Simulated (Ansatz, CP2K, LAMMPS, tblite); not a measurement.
**tblite runs on aqueous Na+ and BF4-, 5.0 mol of salt per kg of water at 300 K (78 atoms)**

How near does tblite come to plane waves for aqueous Na+ and BF4-, 5.0 mol of salt per kg of water at 300 K (78 atoms)?

Calculated with tblite 0.8.0; the method is named at each step.

## Step 1: Set-up

The cell holds 78 atoms: 2 B, 8 F, 22 O, 44 H and 2 Na. Its edges and angles: a = 9.294 Å, b = 9.294 Å, c = 9.294 Å, α = 90.0°, β = 90.0°, γ = 90.0°. 22 H2O, 2 Na+, 2 BF4- placed at random, at 1.27 g/cm³; overlaps pushed apart, then 10 ps at 420 K with stiff harmonic cages for PF6 and BF4 with UFF radii; Joung-Cheatham ions (J. Phys. Chem. B 112, 9020 (2008)); SPC/E water (Berendsen, Grigera and Straatsma, J. Phys. Chem. 91, 6269 (1987)). Snapshot after 20 ps at 300 K and fixed volume.

The yardstick, on the same geometry:

| Quantity | Value |
| --- | --- |
| method | Kohn-Sham DFT, PBE, PAW, plane waves (Ansatz 0.2.0); cutoff 420 eV, Γ point, fermi-dirac smearing of 0.05 eV; PAW set soft_2 |
| r.m.s. force component | 0.6674 eV/Å |
| longest force | 2.937 eV/Å |
| pressure | -1.148 GPa |
| gap (highest filled to lowest empty level) | 3.896 eV |
| SCF cycles | 9 |
| time | 5.1 s on 4 threads of Arm Neoverse V2, shared host |
| CPU time | 19 s |

## Step 2: GFN1-xTB

Method: GFN1-xTB tight binding, diagonalisation.

The input, run.py:

```python
import numpy as np
from ase.io import read
from tblite.ase import TBLite

atoms = read("structure.xyz")
atoms.calc = TBLite(method="GFN1-xTB", electronic_temperature=580, accuracy=1.0, max_iterations=250, mixer_damping=0.4, verbosity=1)
energy = atoms.get_potential_energy()
forces = atoms.get_forces()
print(f"energy {energy:.6f} eV")
print("forces (eV/A)")
for i, (a, f) in enumerate(zip(atoms, forces)):
    print(f"{i:4d} {a.symbol:2s} {f[0]:10.5f} {f[1]:10.5f} {f[2]:10.5f}")
stress = -atoms.get_stress(voigt=False) * 160.21766
print("stress (GPa, compression positive)")
for row in stress:
    print(" ".join(f"{x:10.4f}" for x in row))
print("charges (e)")
print(np.array2string(atoms.get_charges(), precision=4, suppress_small=True, max_line_width=110, threshold=100000))
```

The input, structure.xyz:

```xyz
78
Lattice="9.29395 0.00000 0.00000 0.00000 9.29395 0.00000 0.00000 0.00000 9.29395" Properties=species:S:1:pos:R:3 pbc="T T T"
B 7.74084 7.77160 5.85593
F 7.22921 6.49610 6.30139
F 9.14497 7.96036 6.05436
F 7.18803 8.93725 6.50419
F 7.34705 7.81175 4.53145
B 1.07038 3.45828 5.03453
F 2.36986 3.19480 5.28352
F 0.69770 4.33535 6.12574
F 0.25912 2.31680 5.28277
F 0.67632 4.17168 3.88245
O 1.55971 7.77448 1.79280
H 1.75163 8.16641 0.89315
H 0.66433 7.32939 1.77840
O 3.78812 0.84686 8.36669
H 4.14092 1.43285 7.63730
H 2.95752 1.25273 8.74802
O 2.06437 3.84007 1.33052
H 1.63416 4.44344 0.65903
H 1.54503 3.86796 2.18464
O 4.52745 9.11290 1.66408
H 4.34975 0.25781 0.78329
H 5.50657 8.92991 1.75368
O 5.52553 1.74243 5.92573
H 6.09200 0.91889 5.95435
H 6.03066 2.47898 5.47600
O 2.01484 6.66506 4.88276
H 1.82812 5.71039 4.65069
H 1.19204 7.08097 5.27004
O 1.11806 8.63473 8.18806
H 0.52037 8.40303 7.42057
H 1.17522 0.33514 8.27766
O 7.35570 3.69881 2.11047
H 7.12995 3.40707 1.18098
H 7.88164 2.98094 2.56662
O 8.09243 1.96716 7.54483
H 8.28370 2.43780 6.68337
H 7.46481 1.20691 7.37707
O 6.63709 4.11685 4.96910
H 7.13450 4.07428 4.10263
H 6.96860 4.89271 5.50592
O 7.73824 0.52278 0.90681
H 8.25284 0.78701 1.72254
H 8.24624 0.79482 0.08959
O 0.57483 5.40889 8.59096
H 0.60773 6.40102 8.71159
H 0.69370 5.18658 7.62327
O 8.75406 1.01536 3.29898
H 9.00593 0.06905 3.50159
H 8.94320 1.58861 4.09612
O 1.31249 2.01558 8.60573
H 1.32792 2.48632 0.19387
H 0.92624 2.62220 7.91082
O 3.06477 0.69556 4.31555
H 3.89956 1.10059 4.68843
H 2.28891 1.29734 4.50506
O 4.09677 5.21363 6.54238
[... 18 atom lines left out ...]
H 4.35728 8.65044 7.77829
H 5.72749 8.44876 6.91303
Na 3.28671 7.86714 3.28736
Na 5.82071 5.79961 8.13983
```

The run is started by

```console
$ OMP_NUM_THREADS=1 python run.py > output.txt
```

What it wrote:

```text
------------------------------------------------------------
  cycle        total energy    energy error   density error
------------------------------------------------------------
      1     -170.4881067025  -1.7104500E+02   6.3131904E-01
      2     -172.0995718535  -1.6114652E+00   2.8565800E-01
      3     -172.2183841849  -1.1881233E-01   7.6420338E-02
      4     -172.2247468044  -6.3626196E-03   2.7054534E-02
      5     -172.2306057185  -5.8589140E-03   2.1340638E-02
      6     -172.2375938369  -6.9881184E-03   6.9083607E-03
      7     -172.2385891345  -9.9529759E-04   5.7900660E-04
      8     -172.2385962402  -7.1057603E-06   9.9350824E-05
      9     -172.2385964204  -1.8023539E-07   2.8743085E-05
     10     -172.2385964316  -1.1185989E-08   1.0309806E-05
------------------------------------------------------------
 total:                                   1.668 sec
energy -4686.850936 eV
forces (eV/A)
   0 B    -0.01915   -0.17821    0.78062
   1 F     0.86394    1.50367    0.14921
   2 F    -1.27343   -0.86306   -0.89934
   3 F     0.47097   -0.90302   -0.36906
   4 F     0.15511    0.46878   -0.19669
   5 B    -1.56967    1.21858    1.46295
   6 F     0.84889   -0.29462   -0.81126
   7 F    -0.12346    0.14222   -0.08925
   8 F     0.46352    0.28507   -0.29995
   9 F     0.64152   -0.90561    0.16933
  10 O    -0.68871   -0.08643   -0.87857
  11 H    -0.67297   -0.66613    1.02622
  12 H     1.15285    0.69717   -0.27139
  13 O    -0.15877    1.34556   -0.18070
  14 H    -0.63874   -0.68760    1.03649
  15 H     0.97509   -0.30641   -0.87820
  16 O    -1.04189    0.54745    0.15204
  17 H     0.26285   -0.54179    1.01944
  18 H     0.59081    0.22579   -1.27803
  19 O     1.03484    0.02484   -0.52702
  20 H     0.60546   -0.61836    1.03458
  21 H    -1.43332    0.48726   -0.60962
  22 O     0.83186   -0.55485   -0.33025
  23 H    -0.74616    1.41853   -0.24494
[...]
70 O     0.81984    0.11416    0.77610
  71 H    -0.80721   -1.34012   -0.05300
  72 H     0.07705    1.19024   -0.54717
  73 O     0.14480    0.71735   -0.16403
  74 H     0.82942   -0.68796   -0.69140
  75 H    -1.65329   -0.63004    0.94251
  76 Na   -0.05126    0.07655   -0.01834
  77 Na   -0.02808    0.14414    0.07565
stress (GPa, compression positive)
   -3.3938    -0.4408    -0.1125
   -0.4408    -5.3703     0.6903
   -0.1125     0.6903    -3.7264
charges (e)
[ 0.7388 -0.338  -0.3549 -0.3652 -0.3551  0.7241 -0.3404 -0.4158 -0.3714 -0.3693 -0.6462  0.3544  0.3452
 -0.6742  0.3441  0.3569 -0.6733  0.3407  0.3457 -0.6425  0.3564  0.3421 -0.691   0.3305  0.3517 -0.6468
  0.3479  0.3551 -0.725   0.3435  0.3429 -0.6752  0.3593  0.3281 -0.6729  0.346   0.3478 -0.673   0.3396
  0.3607 -0.6987  0.3554  0.329  -0.6717  0.3553  0.3566 -0.7011  0.3433  0.3611 -0.6661  0.3477  0.3517
 -0.638   0.3473  0.3434 -0.6344  0.3543  0.342  -0.6856  0.3591  0.3428 -0.671   0.3521  0.3411 -0.6869
  0.3471  0.3468 -0.6386  0.3427  0.3499 -0.6433  0.352   0.3532 -0.6793  0.3564  0.345   0.4453  0.4225]
```

Elapsed: 2.2 s, on 1 thread of Arm Neoverse V2, shared host; peak memory 0.1 GiB.

Banners, paths, timers and routine set-up lines are dropped from the logs unmarked, and long logs keep their key lines alone; longer cuts are marked.

Compared with the plane-wave run:

```yaml
r_m_s_force_component: 0.7708 eV/Å
r_m_s_difference_of_force_components: 264.1 meV/Å
longest_difference_of_force_vectors: 773.2 meV/Å
force_difference_over_r_m_s_force: 39.58 %
slope_of_forces_against_the_reference_s: 1.089
correlation_of_force_components: 0.9426
pressure: -4.163 GPa
pressure_difference: -3.015 GPa
```

Length of the force difference by element (eV/Å):

| element | atoms | mean | most |
| --- | --- | --- | --- |
| B | 2 | 0.44 | 0.55 |
| F | 8 | 0.46 | 0.62 |
| H | 44 | 0.34 | 0.65 |
| Na | 2 | 0.34 | 0.50 |
| O | 22 | 0.59 | 0.77 |

Local excerpt of 9 atoms (numbers count through the whole input) about H52, picked at random; x, y, z are measured from there.

| atom | x | y | z | distance (Å) | bonds | Mulliken charge (e) | Fx | Fy | Fz (eV/Å) |
| --- | --- | --- | --- | --- | --- | --- | --- | --- | --- |
| H52 | 0.00 | 0.00 | 0.00 | 0.00 | 1 | 0.35 | 0.52 | -0.81 | 1.18 |
| O50 | 0.39 | -0.61 | 0.69 | 1.00 | 2 | -0.67 | -0.43 | 1.53 | 0.16 |
| H51 | 0.40 | -0.14 | 1.58 | 1.63 | 1 | 0.35 | -0.04 | -0.30 | -1.13 |
| O35 | -2.13 | -0.66 | -0.37 | 2.26 | 2 | -0.67 | -0.58 | -0.45 | -1.08 |
| H36 | -1.94 | -0.18 | -1.23 | 2.30 | 1 | 0.35 | -0.41 | -0.90 | 1.10 |
| H31 | 0.25 | -2.29 | 0.37 | 2.33 | 1 | 0.34 | -0.28 | -1.33 | -0.35 |
| F8 | -0.23 | 1.71 | -1.79 | 2.48 | 1 | -0.42 | -0.12 | 0.14 | -0.09 |
| H16 | 2.03 | -1.37 | 0.84 | 2.59 | 1 | 0.36 | 0.98 | -0.31 | -0.88 |
| H46 | -0.23 | 2.56 | -0.29 | 2.59 | 1 | 0.36 | -0.08 | 0.53 | 1.08 |

Atoms are counted from 1 here, from 0 in the log.

Forces lie 40 % from the reference's, at 0.12 times its CPU time (on 1 against 4 cores).

## Step 3: Results

| Item | Value |
| --- | --- |
| force difference from the reference | tblite GFN1-xTB, 40 % |
| its CPU time | 2.2 s |

Tight binding differs by 40 % (tblite GFN1-xTB); it is another model, with fitted parameters of its own, and the xTB methods hold dispersion. One electronic-structure run takes under half the reference's CPU time: tblite GFN1-xTB, at 40 % in 2.2 s against 19 s; its pressure misses by -3.0 GPa. Periodic xTB results under one method name differ between programs and library versions. The network of contacts between molecules at the start is that of the classical potential that made the cell, and needn't be the one that DFT or experiment would give. The concentration wasn't checked against solubility and may exceed it. The reference's PBE has no dispersion term, which matters for the binding between molecules or layers. The density was typed from a rule of thumb and may lie off the real one at this temperature. The electronic-structure runs sample only Γ, in a cell whose shortest periodic width is 9 Å.

[Also dropped from logs without a mark: logging warnings of Python, and SIESTA's first energy breakdown and zero terms.]

[Logs are printed without paths, hosts, clocks, repeated set-up lines and the standing remarks that a program may print on its own settings, such as how far it seeks lower states.]

[Hosts, paths, dates, database ids (printed as entryN), source tags and the programs' standing remarks are cut or masked in the printed files.]
